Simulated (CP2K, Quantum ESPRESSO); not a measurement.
# CP2K runs on BN(111) slab, H on both faces (200 atoms), part 2 of 3

Aim: run BN(111) slab, H on both faces (200 atoms) in CP2K and see how near its forces come to a plane-wave reference, and at what cost.

Program: CP2K 2026.2; the method stands at each step. Banners, paths, timers and routine set-up lines are dropped from the logs unmarked, and long logs keep their key lines alone; longer cuts are marked.

So far. Step 2 (PBE, DZVP-MOLOPT-SR, 600/50 Ry, diagonalisation): Forces lie 12 % from the reference's, at 0.35 times its CPU time (on 4 against 8 cores). Step 3 (PBE, SZV-MOLOPT-SR, 600/50 Ry, diagonalisation): Against the first run (12 %), the force difference from the reference is 62 %, at 0.30 times the CPU time (on 2 against 4 cores) (14 SCF steps against 26), with 650 basis functions against 2200: the smaller basis costs accuracy.

## Step 4: PBE+rVV10L, DZVP-MOLOPT-SR, 600/50 Ry, diagonalisation

Method: Kohn-Sham DFT, PBE+rVV10 (b = 10, rVV10L), GTH-PBE pseudopotentials, Gaussian and plane waves, DZVP-MOLOPT-SR-GTH, diagonalisation.

The input, input.inp:

```
&GLOBAL
  PROJECT cell
  RUN_TYPE ENERGY_FORCE
  PRINT_LEVEL LOW
&END GLOBAL
&FORCE_EVAL
  METHOD QS
  &DFT
    BASIS_SET_FILE_NAME BASIS_MOLOPT
    POTENTIAL_FILE_NAME GTH_POTENTIALS
    &MGRID
      CUTOFF 600
      REL_CUTOFF 50
      NGRIDS 5
    &END MGRID
    &QS
      EPS_DEFAULT 1.0E-12
    &END QS
    &SCF
      SCF_GUESS ATOMIC
      EPS_SCF 5.0E-06
      MAX_SCF 200
      ADDED_MOS 82
      &DIAGONALIZATION
        ALGORITHM STANDARD
      &END DIAGONALIZATION
      &SMEAR ON
        METHOD FERMI_DIRAC
        ELECTRONIC_TEMPERATURE [K] 580
      &END SMEAR
      &MIXING
        METHOD BROYDEN_MIXING
        ALPHA 0.2
        NBROYDEN 12
        BETA 0.05
      &END MIXING
      &PRINT
        &RESTART OFF
        &END RESTART
      &END PRINT
    &END SCF
    &XC
      &XC_FUNCTIONAL PBE
      &END XC_FUNCTIONAL
      &VDW_POTENTIAL
        POTENTIAL_TYPE NON_LOCAL
        &NON_LOCAL
          TYPE RVV10
          KERNEL_FILE_NAME rVV10_kernel_table.dat
          PARAMETERS 10.0 0.0093
        &END NON_LOCAL
      &END VDW_POTENTIAL
    &END XC
    &PRINT
      &MULLIKEN ON
      &END MULLIKEN
      &HIRSHFELD ON
        SHAPE_FUNCTION DENSITY
      &END HIRSHFELD
      &MO ON
        EIGENVALUES T
        OCCUPATION_NUMBERS T
        MO_INDEX_RANGE 314 337
        &EACH
          QS_SCF 0
        &END EACH
        ADD_LAST NUMERIC
      &END MO
    &END PRINT
  &END DFT
  &SUBSYS
    &CELL
      A 12.78449 0.00000 0.00000
      B 6.39225 11.07169 0.00000
      C 0.00000 0.00000 18.90732
    &END CELL
    &COORD
      B 2.52705 1.53443 7.53740
      N 3.87709 2.19651 7.04789
      B 1.25525 0.67416 9.66485
      N 2.60618 1.47198 9.10104
      B 3.83854 2.20814 11.65750
      N 1.32524 0.68179 11.19843
      B 3.79444 3.67115 7.54629
      N 5.12984 4.46045 7.05527
      B 2.54296 2.98515 9.65635
      N 3.83266 3.65698 9.10444
      B 5.08011 4.45890 11.69588
      N 2.55281 2.95393 11.21336
      B 5.09782 5.88947 7.54761
      N 6.38835 6.64888 7.01518
      B 3.84161 5.15431 9.61645
      N 5.10248 5.91062 9.09007
      B 6.41635 6.62873 11.74542
      N 3.86737 5.19229 11.18992
      B 6.38074 8.08610 7.57125
      N 7.72030 8.85779 7.09724
[... 176 atom lines left out ...]
      H 17.89375 8.86632 5.98870
      H 17.88212 8.85215 12.93582
      H 12.78948 0.01439 6.00402
      H 6.39308 11.06471 12.90065
    &END COORD
    &KIND B
      BASIS_SET DZVP-MOLOPT-SR-GTH-q3
      POTENTIAL GTH-PBE-q3
    &END KIND
    &KIND N
      BASIS_SET DZVP-MOLOPT-SR-GTH-q5
      POTENTIAL GTH-PBE-q5
    &END KIND
    &KIND H
      BASIS_SET DZVP-MOLOPT-SR-GTH-q1
      POTENTIAL GTH-PBE-q1
    &END KIND
  &END SUBSYS
  &PRINT
    &FORCES ON
    &END FORCES
  &END PRINT
&END FORCE_EVAL
```

Started as:

```console
OMP_NUM_THREADS=1 mpirun -np 4 cp2k.psmp -i input.inp > output.txt
```

Numbers of over 12 decimals in the logs are rounded to 6 here.

Output:

```text
CP2K| version string:                                       CP2K version 2026.2
 CP2K| Input file name                                                 input.inp
 GLOBAL| Basis set file name                                        BASIS_MOLOPT
 GLOBAL| Potential file name                                      GTH_POTENTIALS
 GLOBAL| Run type                                                   ENERGY_FORCE
 GLOBAL| Total number of message passing processes                             4
 GLOBAL| Number of threads for this process                                    1
[... lines left out ...]
                        Smear method:                                FERMI_DIRAC
[... lines left out ...]
 Number of electrons:                                                        650
[... lines left out ...]
  Step     Update method      Time    Convergence         Total energy    Change
[... lines left out ...]
  *** SCF run converged in    26 steps ***
[... lines left out ...]
  Fermi energy:                                                 0.059067
  Total energy:                                              -992.684877
  Total energy (extrapolated to T->0):                       -992.683395
[... lines left out ...]
 MO| E(Fermi):            0.059067 a.u.          1.607283 eV
[... lines left out ...]
                           Hirshfeld Charges
  #Atom  Element  Kind  Ref Charge     Population                    Net charge
      1       B      1       3.000          2.831                         0.169
      2       N      2       5.000          5.144                        -0.144
      3       B      1       3.000          2.835                         0.165
[...]
199       H      3       1.000          0.909                         0.091
    200       H      3       1.000          1.050                        -0.050
  Total Charge                                                           -0.000
 !-----------------------------------------------------------------------------!
 ENERGY| Total FORCE_EVAL ( QS ) energy [hartree]           -992.684968
 FORCES| Atomic forces [hartree/bohr]
 FORCES|   Atom     x               y               z               |f|
 FORCES|      1  4.06128819E-02 -4.86116681E-02  4.71146920E-02   7.89448837E-02
 FORCES|      2 -4.93621830E-02  2.73666152E-02 -4.32069729E-02   7.10802311E-02
 FORCES|      3  2.51747012E-02  2.54975765E-02  2.51759806E-02   4.37918027E-02
[...]
FORCES|    199 -6.83462845E-03 -7.36115167E-03  1.28458438E-02   1.63068821E-02
 FORCES|    200 -4.84562482E-04 -1.90616430E-04 -9.98823710E-03   1.00018006E-02
 FORCES| Sum    -3.82909750E-05  2.63684804E-05 -1.98176996E-04
 FORCES| Total atomic force                                       2.03557405E-04
```

Wall time 26 min (4 MPI ranks of Arm Neoverse N1, shared host); peak memory 18 GiB.

Numbers from this run, and their distance from the reference:

```yaml
r_m_s_force_component: 1.296 eV/Å
r_m_s_difference_of_force_components: 131.2 meV/Å
longest_difference_of_force_vectors: 413.6 meV/Å
force_difference_over_r_m_s_force: 10.79 %
slope_of_forces_against_the_reference_s: 1.061
correlation_of_force_components: 0.9965
```

Against the first run (12 %), the force difference from the reference is 11 %, at 2.0 times the CPU time; the model has changed, so this is no error of the program alone.

## Step 5: PBE, DZVP-MOLOPT (SR for B), 600/50 Ry, diagonalisation

Method: Kohn-Sham DFT, PBE, GTH-PBE pseudopotentials, Gaussian and plane waves, DZVP-MOLOPT-GTH, diagonalisation.

Edit input.inp of step 4 so:

```diff
@@ -44,10 +44,2 @@
       &END XC_FUNCTIONAL
-      &VDW_POTENTIAL
-        POTENTIAL_TYPE NON_LOCAL
-        &NON_LOCAL
-          TYPE RVV10
-          KERNEL_FILE_NAME rVV10_kernel_table.dat
-          PARAMETERS 10.0 0.0093
-        &END NON_LOCAL
-      &END VDW_POTENTIAL
     &END XC
@@ -84,3 +76,3 @@
     &KIND N
-      BASIS_SET DZVP-MOLOPT-SR-GTH-q5
+      BASIS_SET DZVP-MOLOPT-GTH-q5
       POTENTIAL GTH-PBE-q5
@@ -88,3 +80,3 @@
     &KIND H
-      BASIS_SET DZVP-MOLOPT-SR-GTH-q1
+      BASIS_SET DZVP-MOLOPT-GTH-q1
       POTENTIAL GTH-PBE-q1
```

Output:

```text
CP2K| version string:                                       CP2K version 2026.2
 CP2K| Input file name                                                 input.inp
 GLOBAL| Basis set file name                                        BASIS_MOLOPT
 GLOBAL| Potential file name                                      GTH_POTENTIALS
[... lines left out ...]
                        Smear method:                                FERMI_DIRAC
[... lines left out ...]
 Number of electrons:                                                        650
[... lines left out ...]
  Step     Update method      Time    Convergence         Total energy    Change
[... lines left out ...]
  *** SCF run converged in    23 steps ***
[... lines left out ...]
  Fermi energy:                                                 0.058210
  Total energy:                                              -993.382529
  Total energy (extrapolated to T->0):                       -993.381398
[... lines left out ...]
 MO| E(Fermi):            0.058210 a.u.          1.583977 eV
[... lines left out ...]
    200       H      3       1.000          1.051                        -0.051
  Total Charge                                                           -0.000
 !-----------------------------------------------------------------------------!
 ENERGY| Total FORCE_EVAL ( QS ) energy [hartree]           -993.382369
 FORCES| Atomic forces [hartree/bohr]
 FORCES|   Atom     x               y               z               |f|
 FORCES|      1  4.07986304E-02 -4.86671950E-02  4.38070181E-02   7.71497177E-02
 FORCES|      2 -4.93945737E-02  2.72957185E-02 -3.74872536E-02   6.77508254E-02
 FORCES|      3  2.52456853E-02  2.54233718E-02  2.46151464E-02   4.34695053E-02
[...]
FORCES|    199 -6.52597413E-03 -7.20663793E-03  8.90935299E-03   1.31871354E-02
 FORCES|    200 -5.00462791E-04 -1.50234812E-04 -1.03240758E-02   1.03372905E-02
 FORCES| Sum    -2.80416218E-05  3.12578321E-05 -1.82093050E-04
 FORCES| Total atomic force                                       1.86872319E-04
```

It took 31 min on 4 MPI ranks; peak memory 11 GiB.

Numbers from this run, and their distance from the reference:

| Item | Value |
| --- | --- |
| r.m.s. force component | 1.281 eV/Å |
| r.m.s. difference of force components | 112.9 meV/Å |
| longest difference of force vectors | 361.4 meV/Å |
| force difference over r.m.s. force | 9.276 % |
| slope of forces against the reference's | 1.05 |
| correlation of force components | 0.9972 |

Against the first run (12 %), the force difference from the reference is 9.3 %, at 2.4 times the CPU time, with 2200 basis functions against 2200.

## Step 6: PBE, DZVP-MOLOPT-SR, 420/50 Ry, diagonalisation

Method: Kohn-Sham DFT, PBE, GTH-PBE pseudopotentials, Gaussian and plane waves, DZVP-MOLOPT-SR-GTH, diagonalisation.

Edit input.inp of step 5 so:

```diff
@@ -11,5 +11,4 @@
     &MGRID
-      CUTOFF 600
+      CUTOFF 420
       REL_CUTOFF 50
-      NGRIDS 5
     &END MGRID
@@ -69,2 +68,3 @@
     &COORD
+      SCALED
 [... 200 atom lines left out: the same atoms as in the first run ...]
@@ -76,3 +76,3 @@
     &KIND N
-      BASIS_SET DZVP-MOLOPT-GTH-q5
+      BASIS_SET DZVP-MOLOPT-SR-GTH-q5
       POTENTIAL GTH-PBE-q5
@@ -80,3 +80,3 @@
     &KIND H
-      BASIS_SET DZVP-MOLOPT-GTH-q1
+      BASIS_SET DZVP-MOLOPT-SR-GTH-q1
       POTENTIAL GTH-PBE-q1
```

Output:

```text
CP2K| version string:                                       CP2K version 2026.2
 CP2K| Input file name                                                 input.inp
 GLOBAL| Basis set file name                                        BASIS_MOLOPT
 GLOBAL| Potential file name                                      GTH_POTENTIALS
[... lines left out ...]
                        Smear method:                                FERMI_DIRAC
[... lines left out ...]
 Number of electrons:                                                        650
[... lines left out ...]
  Step     Update method      Time    Convergence         Total energy    Change
[... lines left out ...]
  *** SCF run converged in    26 steps ***
[... lines left out ...]
  Fermi energy:                                                 0.060935
  Total energy:                                              -993.301161
  Total energy (extrapolated to T->0):                       -993.299814
[... lines left out ...]
 MO| E(Fermi):            0.060935 a.u.          1.658129 eV
[... lines left out ...]
    200       H      3       1.000          1.051                        -0.051
  Total Charge                                                           -0.000
 !-----------------------------------------------------------------------------!
 ENERGY| Total FORCE_EVAL ( QS ) energy [hartree]           -993.301151
 FORCES| Atomic forces [hartree/bohr]
 FORCES|   Atom     x               y               z               |f|
 FORCES|      1  4.06967679E-02 -4.85927799E-02  4.73331891E-02   7.91069907E-02
 FORCES|      2 -4.95305159E-02  2.75498215E-02 -4.45633012E-02   7.20982141E-02
 FORCES|      3  2.52644411E-02  2.52530689E-02  2.57320862E-02   4.40244220E-02
[...]
FORCES|    199 -6.89216846E-03 -7.42925892E-03  1.39101394E-02   1.72101090E-02
 FORCES|    200 -5.03043924E-04 -1.80233761E-04 -1.08859149E-02   1.08990220E-02
 FORCES| Sum     7.92203293E-04 -8.47383146E-04 -3.59643534E-03
 FORCES| Total atomic force                                       3.77888759E-03
```

Run time: 15 min. Hardware: 4 MPI ranks; peak memory 6.8 GiB.

Numbers from this run, and their distance from the reference:

* r.m.s. force component: 1.299 eV/Å
* r.m.s. difference of force components: 142.3 meV/Å
* longest difference of force vectors: 414.5 meV/Å
* force difference over r.m.s. force: 11.69 %
* slope of forces against the reference's: 1.063
* correlation of force components: 0.9958
* energy less the same-level run's: -0.0139 meV/atom
* r.m.s. force difference from the same-level run: 9.446 meV/Å

Against the first run (12 %), the force difference from the reference is 12 %, at 1.1 times the CPU time: the change moves forces by 9.4 meV/Å r.m.s., so most of the difference comes from elsewhere.

## Step 7: PBE, DZVP-MOLOPT-SR, 600/20 Ry, diagonalisation

Method: Kohn-Sham DFT, PBE, GTH-PBE pseudopotentials, Gaussian and plane waves, DZVP-MOLOPT-SR-GTH, diagonalisation.

Edit input.inp of step 6 so:

```diff
@@ -11,4 +11,5 @@
     &MGRID
-      CUTOFF 420
-      REL_CUTOFF 50
+      CUTOFF 600
+      REL_CUTOFF 20
+      NGRIDS 5
     &END MGRID
@@ -68,3 +69,2 @@
     &COORD
-      SCALED
 [... 200 atom lines left out: the same atoms as in the first run ...]
```

Output:

```text
CP2K| version string:                                       CP2K version 2026.2
 CP2K| Input file name                                                 input.inp
 GLOBAL| Basis set file name                                        BASIS_MOLOPT
 GLOBAL| Potential file name                                      GTH_POTENTIALS
[... lines left out ...]
                        Smear method:                                FERMI_DIRAC
[... lines left out ...]
 Number of electrons:                                                        650
[... lines left out ...]
  Step     Update method      Time    Convergence         Total energy    Change
[... lines left out ...]
  *** SCF run converged in    26 steps ***
[... lines left out ...]
  Fermi energy:                                                 0.060820
  Total energy:                                              -993.308115
  Total energy (extrapolated to T->0):                       -993.306759
[... lines left out ...]
 MO| E(Fermi):            0.060820 a.u.          1.655008 eV
[... lines left out ...]
    200       H      3       1.000          1.051                        -0.051
  Total Charge                                                           -0.000
 !-----------------------------------------------------------------------------!
 ENERGY| Total FORCE_EVAL ( QS ) energy [hartree]           -993.308105
 FORCES| Atomic forces [hartree/bohr]
 FORCES|   Atom     x               y               z               |f|
 FORCES|      1  4.07135632E-02 -4.86177007E-02  4.73178560E-02   7.91217703E-02
 FORCES|      2 -4.95169516E-02  2.74380491E-02 -4.48768342E-02   7.22406069E-02
 FORCES|      3  2.52717932E-02  2.52372607E-02  2.55883857E-02   4.39357296E-02
[...]
FORCES|    199 -6.88673355E-03 -7.42656660E-03  1.37737655E-02   1.70967133E-02
 FORCES|    200 -5.00717589E-04 -1.76872367E-04 -1.05923340E-02   1.06056373E-02
 FORCES| Sum    -4.61535545E-04  6.72738873E-04 -1.95492288E-02
 FORCES| Total atomic force                                       1.95662449E-02
```

It took 8.8 min on 4 MPI ranks; peak memory 11 GiB; 35 min of CPU time.

Against the reference:

```
r.m.s. force component                          : 1.301 eV/Å
r.m.s. difference of force components           : 145.5 meV/Å
longest difference of force vectors             : 425.4 meV/Å
force difference over r.m.s. force              : 11.96 %
slope of forces against the reference's         : 1.065
correlation of force components                 : 0.9956
energy less the same-level run's                : -0.9601 meV/atom
r.m.s. force difference from the same-level run : 12.94 meV/Å
```

This is a coarse setting, run to see what it loses.

Against the first run (12 %), the force difference from the reference is 12 %, at 0.69 times the CPU time: the change moves forces by 13 meV/Å r.m.s., so most of the difference comes from elsewhere.

The forces add up to 1.0 eV/Å instead of zero, usually a sign of too coarse a grid.

## Step 8: RPBE, PBE potentials, DZVP-MOLOPT-SR, 600/50 Ry, diagonalisation

Method: Kohn-Sham DFT, RPBE, GTH-PBE pseudopotentials, Gaussian and plane waves, DZVP-MOLOPT-SR-GTH, diagonalisation.

Edit input.inp of step 7 so:

```diff
@@ -12,3 +12,3 @@
       CUTOFF 600
-      REL_CUTOFF 20
+      REL_CUTOFF 50
       NGRIDS 5
@@ -42,3 +42,7 @@
     &XC
-      &XC_FUNCTIONAL PBE
+      &XC_FUNCTIONAL
+        &GGA_X_RPBE
+        &END GGA_X_RPBE
+        &GGA_C_PBE
+        &END GGA_C_PBE
       &END XC_FUNCTIONAL
@@ -69,2 +73,3 @@
     &COORD
+      SCALED
 [... 200 atom lines left out: the same atoms as in the first run ...]
```

Output:

```text
CP2K| version string:                                       CP2K version 2026.2
 CP2K| Input file name                                                 input.inp
 GLOBAL| Basis set file name                                        BASIS_MOLOPT
 GLOBAL| Potential file name                                      GTH_POTENTIALS
 GLOBAL| Run type                                                   ENERGY_FORCE
 GLOBAL| Total number of message passing processes                             4
 GLOBAL| Number of threads for this process                                    1
[... lines left out ...]
                        Smear method:                                FERMI_DIRAC
[... lines left out ...]
 Number of electrons:                                                        650
[... lines left out ...]
  Step     Update method      Time    Convergence         Total energy    Change
[... lines left out ...]
  *** SCF run converged in    25 steps ***
[... lines left out ...]
  Fermi energy:                                                 0.064375
  Total energy:                                              -994.030596
  Total energy (extrapolated to T->0):                       -994.029375
[... lines left out ...]
 MO| E(Fermi):            0.064375 a.u.          1.751739 eV
[... lines left out ...]
                           Hirshfeld Charges
  #Atom  Element  Kind  Ref Charge     Population                    Net charge
      1       B      1       3.000          2.827                         0.173
      2       N      2       5.000          5.147                        -0.147
      3       B      1       3.000          2.831                         0.169
[...]
199       H      3       1.000          0.908                         0.092
    200       H      3       1.000          1.053                        -0.053
  Total Charge                                                           -0.000
 !-----------------------------------------------------------------------------!
 ENERGY| Total FORCE_EVAL ( QS ) energy [hartree]           -994.030634
 FORCES| Atomic forces [hartree/bohr]
 FORCES|   Atom     x               y               z               |f|
 FORCES|      1  4.07456769E-02 -4.85139908E-02  4.79891028E-02   7.94781194E-02
 FORCES|      2 -4.92215194E-02  2.80438375E-02 -4.73309686E-02   7.38202911E-02
 FORCES|      3  2.53640337E-02  2.48906403E-02  2.62604457E-02   4.41869799E-02
[...]
FORCES|    199 -7.05393175E-03 -7.60265063E-03  1.54077800E-02   1.85730432E-02
 FORCES|    200 -5.35139958E-04 -1.45217232E-04 -1.23449216E-02   1.23573683E-02
 FORCES| Sum    -2.99464984E-03 -3.23158102E-04 -6.93916653E-04
 FORCES| Total atomic force                                       3.09093499E-03
```

It took 14 min on 4 MPI ranks; peak memory 11 GiB.

Against the reference:

```yaml
r_m_s_force_component: 1.305 eV/Å
r_m_s_difference_of_force_components: 167 meV/Å
longest_difference_of_force_vectors: 475.7 meV/Å
force_difference_over_r_m_s_force: 13.72 %
slope_of_forces_against_the_reference_s: 1.066
correlation_of_force_components: 0.9937
```

Against the first run (12 %), the force difference from the reference is 14 %, at 1.0 times the CPU time; the model has changed, so this is no error of the program alone.

(Part 2 of 3 ends here.)

[Also dropped from logs without a mark: logging warnings of Python, and SIESTA's first energy breakdown and zero terms.]

[Logs are printed without paths, hosts, clocks, repeated set-up lines and the standing remarks that a program may print on its own settings, such as how far it seeks lower states.]

[Hosts, paths, dates, database ids (printed as entryN), source tags and the programs' standing remarks are cut or masked in the printed files.]
